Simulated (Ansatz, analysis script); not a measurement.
## Fixed-spin-moment curve of YCo4B

Aim: the energy of YCo4B as its total moment is fixed at a series of values, and its answer to a field.

Program: Ansatz 0.2.0. Level of theory: PBEsol, PAW set soft_1 (files made for PBE). Results are calculated unless marked as measured.

Report form: the programs' logs are mostly left out.

In doubt: warnings of the run leave room for a lower electronic state (step 6), so energies may not be the lowest and differences between runs may mislead.

## (1) The starting structure

It takes space group P6/mmm (No. 191, hexagonal). Conventional cell: a = 5.020 Å, b = 5.020 Å, c = 6.893 Å, α = 90.00°, β = 90.00°, γ = 120.00°. Nearest to Y lie 6 B at 2.90 Å and 12 Co at 2.92 Å. Nearest to Y lie 18 Co at 2.90 to 3.18 Å. Co has 9 Co at 2.43 to 2.90 Å and 3 Y at 2.90 Å nearest. Nearest to Co lie 2 B at 2.08 Å and 7 Co at 2.43 to 2.99 Å and 4 Y at 2.92 to 3.18 Å. Nearest to B lie 6 Co at 2.08 Å and 3 Y at 2.90 Å and 3 B at 2.90 Å. Farther neighbours are not listed.

The cell of this run holds 12 atoms, 8 of them with a starting moment; values «a cell» refer to the cell of the run in question.

## (2) The collinear state

First a free collinear run, to see which state the typed moments lead to.

input.yaml reads:

```yaml
crystal:
  lattice:
    - [5.02, 0.0, 0.0]
    - [-2.51, 4.347447527, 0.0]
    - [0.0, 0.0, 6.893]
  atoms:
    - { symbol: "Y", position: [0.0, 0.0, 0.5] }
    - { symbol: "Y", position: [0.0, 0.0, 0.0] }
    - { symbol: Co, position: [0.3333333333, 0.6666666667, 0.0], spin: 2.0 }
    - { symbol: Co, position: [0.6666666667, 0.3333333333, 0.0], spin: 2.0 }
    - { symbol: Co, position: [0.5, 0.0, 0.283], spin: 2.0 }
    - { symbol: Co, position: [0.5, 0.5, 0.283], spin: 2.0 }
    - { symbol: Co, position: [0.0, 0.5, 0.283], spin: 2.0 }
    - { symbol: Co, position: [0.0, 0.5, 0.717], spin: 2.0 }
    - { symbol: Co, position: [0.5, 0.5, 0.717], spin: 2.0 }
    - { symbol: Co, position: [0.5, 0.0, 0.717], spin: 2.0 }
    - { symbol: B, position: [0.3333333333, 0.6666666667, 0.5] }
    - { symbol: B, position: [0.6666666667, 0.3333333333, 0.5] }
magnetization:
  spin_polarized: true
kpoints:
  mp_grid: { grid: [8, 8, 6] }
hamiltonian:
  xc: pbesol
  pseudopotentials: { kind: paw, azcp: { folder: soft_1 }, xc_functional: pbe }
scf:
  occupations: { method: fermi_dirac, width: 0.05 }
  max_iter: 120
  convergence: { dr2_threshold: 1.0e-08 }
  lower_state_search: "off"
output:
  write_density: true
  write_potential: true
  elf: true
  volumetric_format: npy
```

Command:

```sh
> ansatz run input.yaml --threads 1 --pin off --max-ram 2048MiB --backend cpu --events-out ev --progress --plain --runs-dir out
```

Run time: 3.2 min. Hardware: 1 thread of Arm Neoverse V1, shared host; peak memory 1 GiB.

Spin moment in the atom's sphere by atom:

```csv
atom,spin moment in the atom's sphere (μB)
Y1,-0.12
Y2,-0.12
Co3,1.62
Co4,1.62
Co5,0.81
Co6,0.81
Co7,0.81
Co8,0.81
Co9,0.81
Co10,0.81
B11,-0.05
B12,-0.05
```

Tables count atoms from 1; parts of the log count from 0.

The run ends ferromagnetic on the main sites, with smaller opposed moments on others, with a net moment of 7.31 μB a cell. Only this order was typed.

Spin density in the ac plane at fractional y = 0.000, with atoms of Y and Co within 0.2 Å of it.

Ten even steps from '0' (0.0 e/Å³) to '9' (2.4 e/Å³), each cell a mean:
```
00000000000000
00000000000000
00000000000000
00000001000000
00000047100000
00000058200000
00000011000000
00000000000000
00000000000000
00000000000000
00000000000000
00000000000000
00000035100000
00000059200000
00000023100000
00000000000000
00000000000000
00000000000000
00000000000000
```
Columns run along a (5.0 Å), rows up along c (6.9 Å). Atoms in or near the plane, at fractional coordinates: Y at (0.00, 0.50), Y at (0.00, 0.00), Co at (0.50, 0.28), Co at (0.50, 0.72).

Valence density in the ac plane at fractional y = 0.000, with atoms of Y and Co within 0.2 Å of it. It is the smooth field of the valence electrons, not physical close to the nuclei.

Values in e/Å³, 19 rows by 14 columns, each cell a mean:
```
 3  3  1  0  0  0  0  0  0  0  0  1  2  3
 2  1  1  0  0  0  0  0  0  0  0  0  1  2
 1  0  0  0  0  0  1  1  0  0  0  0  0  1
 0  0  0  0  0  1  4  5  2  1  0  0  0  0
 0  0  0  0  0  3 18 29  9  1  0  0  0  0
 0  0  0  0  0  3 22 37 11  1  0  0  0  0
 1  0  0  0  0  1  5  7  3  1  0  0  0  1
 2  2  1  0  0  0  1  1  1  0  0  0  1  2
 3  3  1  0  0  0  0  0  0  0  0  1  2  3
 3  3  1  0  0  0  0  0  0  0  0  1  2  3
 3  2  1  0  0  0  0  0  0  0  0  0  1  3
 1  1  0  0  0  1  2  3  1  0  0  0  1  1
 0  0  0  0  0  2 13 21  7  1  0  0  0  0
 0  0  0  0  1  4 25 41 12  1  0  0  0  0
 0  0  0  0  0  2  8 13  4  1  0  0  0  0
 0  0  0  0  0  0  1  2  1  0  0  0  0  0
 1  1  0  0  0  0  0  0  0  0  0  0  1  1
 3  2  1  0  0  0  0  0  0  0  0  0  2  3
 3  3  1  0  0  0  0  0  0  0  0  1  2  3
```
Columns run along a (5.0 Å), rows up along c (6.9 Å). Atoms in or near the plane, at fractional coordinates: Y at (0.00, 0.50), Y at (0.00, 0.00), Co at (0.50, 0.28), Co at (0.50, 0.72).

ELF in the ac plane at fractional y = 0.000, with atoms of Y and Co within 0.2 Å of it. It is the smooth field of the valence electrons, not physical close to the nuclei.

Values, 19 rows by 14 columns, each cell a mean:
```
0.68 0.83 0.67 0.20 0.20 0.34 0.35 0.35 0.35 0.29 0.14 0.39 0.82 0.77
0.84 0.77 0.40 0.14 0.25 0.34 0.32 0.31 0.34 0.32 0.18 0.20 0.60 0.82
0.47 0.31 0.14 0.18 0.27 0.23 0.20 0.20 0.21 0.26 0.24 0.14 0.20 0.40
0.09 0.10 0.18 0.27 0.23 0.22 0.31 0.33 0.27 0.21 0.26 0.24 0.13 0.09
0.08 0.14 0.28 0.31 0.22 0.31 0.54 0.65 0.42 0.24 0.25 0.32 0.21 0.10
0.07 0.10 0.20 0.29 0.23 0.32 0.58 0.71 0.45 0.26 0.25 0.27 0.15 0.08
0.46 0.31 0.15 0.20 0.23 0.25 0.35 0.38 0.30 0.23 0.23 0.16 0.20 0.40
0.83 0.78 0.42 0.14 0.20 0.20 0.18 0.18 0.19 0.21 0.16 0.21 0.63 0.82
0.64 0.83 0.67 0.18 0.16 0.26 0.27 0.27 0.27 0.23 0.12 0.38 0.82 0.75
0.52 0.80 0.71 0.20 0.15 0.28 0.32 0.33 0.31 0.23 0.11 0.41 0.83 0.69
0.79 0.83 0.56 0.15 0.18 0.23 0.20 0.19 0.21 0.22 0.14 0.29 0.75 0.83
0.71 0.57 0.25 0.16 0.22 0.21 0.25 0.26 0.23 0.21 0.20 0.16 0.39 0.67
0.16 0.12 0.15 0.25 0.23 0.30 0.49 0.58 0.39 0.25 0.25 0.21 0.12 0.14
0.07 0.13 0.27 0.31 0.22 0.33 0.61 0.74 0.46 0.25 0.25 0.32 0.20 0.09
0.08 0.12 0.24 0.30 0.22 0.26 0.41 0.47 0.34 0.22 0.26 0.30 0.18 0.09
0.23 0.15 0.13 0.22 0.25 0.21 0.22 0.22 0.21 0.22 0.26 0.17 0.12 0.19
0.74 0.59 0.25 0.14 0.27 0.30 0.26 0.24 0.28 0.31 0.21 0.14 0.41 0.69
0.80 0.84 0.57 0.16 0.22 0.35 0.36 0.35 0.36 0.31 0.15 0.30 0.76 0.83
0.49 0.80 0.72 0.23 0.18 0.32 0.34 0.33 0.34 0.27 0.14 0.44 0.83 0.67
```
Columns run along a (5.0 Å), rows up along c (6.9 Å). Atoms in or near the plane, at fractional coordinates: Y at (0.00, 0.50), Y at (0.00, 0.00), Co at (0.50, 0.28), Co at (0.50, 0.72).

## (3) Mesh refined

Levels at the Fermi energy are partly filled, so moments and energy differences can hang on the k-mesh, and the state is solved again on a denser one.

input.yaml, the sections that differ from step 2:

```yaml
crystal:
  lattice:
    - [5.02, 0.0, 0.0]
    - [-2.51, 4.347447527, 0.0]
    - [0.0, 0.0, 6.893]
  atoms:
    - { symbol: "Y", position: [0.0, 0.0, 0.5] }
    - { symbol: "Y", position: [0.0, 0.0, 0.0] }
    - { symbol: Co, position: [0.3333333333, 0.6666666667, 0.0], spin: 1.62 }
    - { symbol: Co, position: [0.6666666667, 0.3333333333, 0.0], spin: 1.62 }
    - { symbol: Co, position: [0.5, 0.0, 0.283], spin: 0.81 }
    - { symbol: Co, position: [0.5, 0.5, 0.283], spin: 0.81 }
    - { symbol: Co, position: [0.0, 0.5, 0.283], spin: 0.81 }
    - { symbol: Co, position: [0.0, 0.5, 0.717], spin: 0.81 }
    - { symbol: Co, position: [0.5, 0.5, 0.717], spin: 0.81 }
    - { symbol: Co, position: [0.5, 0.0, 0.717], spin: 0.81 }
    - { symbol: B, position: [0.3333333333, 0.6666666667, 0.5] }
    - { symbol: B, position: [0.6666666667, 0.3333333333, 0.5] }
kpoints:
  mp_grid: { grid: [9, 9, 6] }
basis:
  ecutwfc: 420.0
checkpoint:
  read: start
  write: ck
  compress: false
  write_wavefunctions: false
  write_every: 100000
# magnetization, hamiltonian, scf: as in step 2
# output: removed
```

Command:

```sh
> ansatz run input.yaml --threads 4 --pin off --max-ram 8192MiB --backend cpu --events-out ev --progress --plain --runs-dir out
```

Elapsed: 29 s, on 4 threads; peak memory 1.3 GiB; 1.9 min of CPU time.

Spin moment in the atom's sphere by atom:

```
atom  spin moment in the atom's sphere (μB)
  Y1                                  -0.12
  Y2                                  -0.12
 Co3                                   1.62
 Co4                                   1.62
 Co5                                   0.82
 Co6                                   0.82
 Co7                                   0.82
 Co8                                   0.82
 Co9                                   0.82
Co10                                   0.82
 B11                                  -0.05
 B12                                  -0.05
```

The run ends ferromagnetic on the main sites, with smaller opposed moments on others, with a net moment of 7.35 μB a cell, against 7.31 μB on the first mesh.

## (4) Without spin

The state without spin is the zero of E(M).

input.yaml reads:

```yaml
crystal:
  lattice:
    - [5.02, 0.0, 0.0]
    - [-2.51, 4.347447527, 0.0]
    - [0.0, 0.0, 6.893]
  atoms:
    - { symbol: "Y", position: [0.0, 0.0, 0.5] }
    - { symbol: "Y", position: [0.0, 0.0, 0.0] }
    - { symbol: Co, position: [0.3333333333, 0.6666666667, 0.0] }
    - { symbol: Co, position: [0.6666666667, 0.3333333333, 0.0] }
    - { symbol: Co, position: [0.5, 0.0, 0.283] }
    - { symbol: Co, position: [0.5, 0.5, 0.283] }
    - { symbol: Co, position: [0.0, 0.5, 0.283] }
    - { symbol: Co, position: [0.0, 0.5, 0.717] }
    - { symbol: Co, position: [0.5, 0.5, 0.717] }
    - { symbol: Co, position: [0.5, 0.0, 0.717] }
    - { symbol: B, position: [0.3333333333, 0.6666666667, 0.5] }
    - { symbol: B, position: [0.6666666667, 0.3333333333, 0.5] }
kpoints:
  mp_grid: { grid: [9, 9, 6] }
hamiltonian:
  xc: pbesol
  pseudopotentials: { kind: paw, azcp: { folder: soft_1 }, xc_functional: pbe }
scf:
  occupations: { method: fermi_dirac, width: 0.05 }
  max_iter: 120
  convergence: { dr2_threshold: 1.0e-08 }
basis:
  ecutwfc: 420.0
```

Command:

```sh
> ansatz run input.yaml --threads 1 --pin off --max-ram 2048MiB --backend cpu --events-out ev --progress --plain --runs-dir out
```

It took 52 s on 1 thread; peak memory 0.74 GiB.

The free collinear run lies 490 meV below it.

## (5) Without spin, levels printed

Changes to input.yaml since step 4:

```diff
@@ -29 +29,3 @@
   ecutwfc: 420.0
+output:
+  eigenvalues: true
```

Run time: 50 s. Hardware: 1 thread; peak memory 0.74 GiB.

## (6) Total moment fixed at 1.333 μB

Two Fermi levels, one a spin, hold the total moment exactly, which reaches states that a free run would leave.

input.yaml reads:

```yaml
crystal:
  lattice:
    - [5.02, 0.0, 0.0]
    - [-2.51, 4.347447527, 0.0]
    - [0.0, 0.0, 6.893]
  atoms:
    - { symbol: "Y", position: [0.0, 0.0, 0.5] }
    - { symbol: "Y", position: [0.0, 0.0, 0.0] }
    - { symbol: Co, position: [0.3333333333, 0.6666666667, 0.0], spin: 0.1668 }
    - { symbol: Co, position: [0.6666666667, 0.3333333333, 0.0], spin: 0.1666 }
    - { symbol: Co, position: [0.5, 0.0, 0.283], spin: 0.1666 }
    - { symbol: Co, position: [0.5, 0.5, 0.283], spin: 0.1666 }
    - { symbol: Co, position: [0.0, 0.5, 0.283], spin: 0.1666 }
    - { symbol: Co, position: [0.0, 0.5, 0.717], spin: 0.1666 }
    - { symbol: Co, position: [0.5, 0.5, 0.717], spin: 0.1666 }
    - { symbol: Co, position: [0.5, 0.0, 0.717], spin: 0.1666 }
    - { symbol: B, position: [0.3333333333, 0.6666666667, 0.5] }
    - { symbol: B, position: [0.6666666667, 0.3333333333, 0.5] }
magnetization:
  spin_polarized: true
  initial_magnetization: 1.333
  spin_locking: { lock_magnetization: hard }
kpoints:
  mp_grid: { grid: [9, 9, 6] }
hamiltonian:
  xc: pbesol
  pseudopotentials: { kind: paw, azcp: { folder: soft_1 }, xc_functional: pbe }
scf:
  occupations: { method: fermi_dirac, width: 0.05 }
  max_iter: 120
  convergence: { dr2_threshold: 1.0e-08 }
  lower_state_search: "off"
basis:
  ecutwfc: 420.0
```

Elapsed: 11 min, on 1 thread; peak memory 1.1 GiB.

The energy is -55.8 meV from the state without spin, and the largest site carries 0.788 μB.

## (7) Total moment fixed at 2.667 μB

input.yaml, the sections that differ from step 6:

```yaml
crystal:
  lattice:
    - [5.02, 0.0, 0.0]
    - [-2.51, 4.347447527, 0.0]
    - [0.0, 0.0, 6.893]
  atoms:
    - { symbol: "Y", position: [0.0, 0.0, 0.5] }
    - { symbol: "Y", position: [0.0, 0.0, 0.0] }
    - { symbol: Co, position: [0.3333333333, 0.6666666667, 0.0], spin: 0.3332 }
    - { symbol: Co, position: [0.6666666667, 0.3333333333, 0.0], spin: 0.3334 }
    - { symbol: Co, position: [0.5, 0.0, 0.283], spin: 0.3334 }
    - { symbol: Co, position: [0.5, 0.5, 0.283], spin: 0.3334 }
    - { symbol: Co, position: [0.0, 0.5, 0.283], spin: 0.3334 }
    - { symbol: Co, position: [0.0, 0.5, 0.717], spin: 0.3334 }
    - { symbol: Co, position: [0.5, 0.5, 0.717], spin: 0.3334 }
    - { symbol: Co, position: [0.5, 0.0, 0.717], spin: 0.3334 }
    - { symbol: B, position: [0.3333333333, 0.6666666667, 0.5] }
    - { symbol: B, position: [0.6666666667, 0.3333333333, 0.5] }
magnetization:
  spin_polarized: true
  initial_magnetization: 2.667
  spin_locking: { lock_magnetization: hard }
# kpoints, hamiltonian, scf, basis: as in step 6
```

Wall time 6.6 min (1 thread); peak memory 1.1 GiB.

The energy is -153 meV from the state without spin, and the largest site carries 1.10 μB.

## (8) Total moment fixed at 6.667 μB

input.yaml, the sections that differ from step 7:

```yaml
crystal:
  lattice:
    - [5.02, 0.0, 0.0]
    - [-2.51, 4.347447527, 0.0]
    - [0.0, 0.0, 6.893]
  atoms:
    - { symbol: "Y", position: [0.0, 0.0, 0.5] }
    - { symbol: "Y", position: [0.0, 0.0, 0.0] }
    - { symbol: Co, position: [0.3333333333, 0.6666666667, 0.0], spin: 0.8332 }
    - { symbol: Co, position: [0.6666666667, 0.3333333333, 0.0], spin: 0.8334 }
    - { symbol: Co, position: [0.5, 0.0, 0.283], spin: 0.8334 }
    - { symbol: Co, position: [0.5, 0.5, 0.283], spin: 0.8334 }
    - { symbol: Co, position: [0.0, 0.5, 0.283], spin: 0.8334 }
    - { symbol: Co, position: [0.0, 0.5, 0.717], spin: 0.8334 }
    - { symbol: Co, position: [0.5, 0.5, 0.717], spin: 0.8334 }
    - { symbol: Co, position: [0.5, 0.0, 0.717], spin: 0.8334 }
    - { symbol: B, position: [0.3333333333, 0.6666666667, 0.5] }
    - { symbol: B, position: [0.6666666667, 0.3333333333, 0.5] }
magnetization:
  spin_polarized: true
  initial_magnetization: 6.667
  spin_locking: { lock_magnetization: hard }
# kpoints, hamiltonian, scf, basis: as in step 7
```

Run time: 5.4 min. Hardware: 1 thread; peak memory 1.1 GiB.

The energy is -472 meV from the state without spin, and the largest site carries 1.58 μB, while atom no. 1 (Y) stands against the total with -0.11 μB.

(Continued in part 2 of 2.)

[Logs and program files are shortened in this print: banners, set-up blocks, solver, clock and traceback lines can be left out without a mark of their own.]

[Logs are printed without paths, hosts, clocks, repeated set-up lines and the standing remarks that a program may print on its own settings, such as how far it seeks lower states.]

[Hosts, paths, dates, database ids (printed as entryN), source tags and the programs' standing remarks are cut or masked in the printed files.]
